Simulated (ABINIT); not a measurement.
Entries from a set of simulations; values are calculated unless marked as measured.

### CO2 (Cmce): a self-consistent loop beyond G0W0, cycle by cycle

Symmetry: Cmce, No. 64, orthorhombic system. Conventional cell: a = 5.272 Å, b = 4.775 Å, c = 6.587 Å, α = 90.00°, β = 90.00°, γ = 90.00°. C has 2 O at 1.17 Å nearest. Nearest to O lie 1 C at 1.17 Å. Farther neighbours, and contacts between anions beyond the nearest, are not listed.

```xyz
6
Lattice="2.6359 -2.3874 0.0000 2.6359 2.3874 0.0000 0.0000 0.0000 6.5872" Properties=species:S:1:pos:R:3 pbc="T T T"
C     0.0000    0.0000    0.0000
C     2.6359    0.0000    3.2936
O     2.6359   -1.4635    5.8747
O     2.6359    1.4635    0.7124
O     2.6359   -0.9239    2.5811
O     2.6359    0.9239    4.0060
```

```
method         : RPA screening on PBEsol from quasiparticle energies, plane waves, norm-conserving pseudopotentials (and 5 further levels or steps)
program        : ABINIT 10.8.3
settings       : cutoff 37 Ha, PseudoDojo scalar-relativistic 0.4.1 standard, norm-conserving, potential set dojo-sr-pbesol-0.4.1-standard, ngkpt (4, 4, 2), nband 92, ecuteps 4.8 Ha, gwcalctyp 10, inclvkb 2, shiftk (0, 0, 0), symchi 1, awtr 1, frequency ppm, cycle 3, q points all but q = 0, 4×4×2 k-mesh
cost           : 15 runs, 28 min in all on 8 MPI ranks of Arm Neoverse V2, shared host
notes          : The program’s warnings: nkpt*nsppol () is not a multiple of nproc spkpt (). The cell and positions are those that the Materials Project relaxed with its own functionals (PBE, PBE+U or r2SCAN), kept fixed. The first cycle of evGW0 takes the full correction, without the factor Z, so it overshoots the one-shot value. The 4×4×2 mesh is coarse for this cell, which bears on the long-range parts of exchange and screening.
G0W0           : 10.151 eV
evGW0, cycle 1 : 10.753 eV
evGW0, cycle 2 : 10.567 eV
evGW0, cycle 3 : 10.572 eV
evGW, cycle 1  : 11.265 eV
evGW, cycle 2  : 11.326 eV
evGW, cycle 3  : 11.330 eV
known limits   : short of the basis limit; coarse k mesh
```

Only the bands that the input lists are updated; the higher empty ones keep the functional's energies. The evGW loop starts from the last levels of evGW0, so its cycles and time come on top of those.

[Long decimals in the printed logs are rounded to 6 places.]

[Logs are printed without paths, hosts, clocks, repeated set-up lines and the standing remarks that a program may print on its own settings, such as how far it seeks lower states.]

[Paths, hosts, dates, memory and timing lines, banners, echoed tables and standing remarks are left out of the program output; an Ansatz launch command may be rebuilt from the run's recorded settings. Measured values are a selection of at most five: reports struck by readers or far from the other reports are left out. None is set beside runs whose start may be inverted or whose files or cutoffs have a known fault.]

[Runs of the session that timed out or met a known fault of the program may be left out.]

[Hosts, paths, dates, database ids (printed as entryN), source tags and the programs' standing remarks are cut or masked in the printed files.]

[G0W0 gaps are taken among the corrected bands and points alone; a level outside them can change the order at an edge.]

[Where Ansatz stands beside ABINIT at settings called matched, ABINIT's density can come from a denser mesh and the files from another edition; pairs whose starting gaps differed by over 0.03 eV were left out, so agreement reads better than it is.]
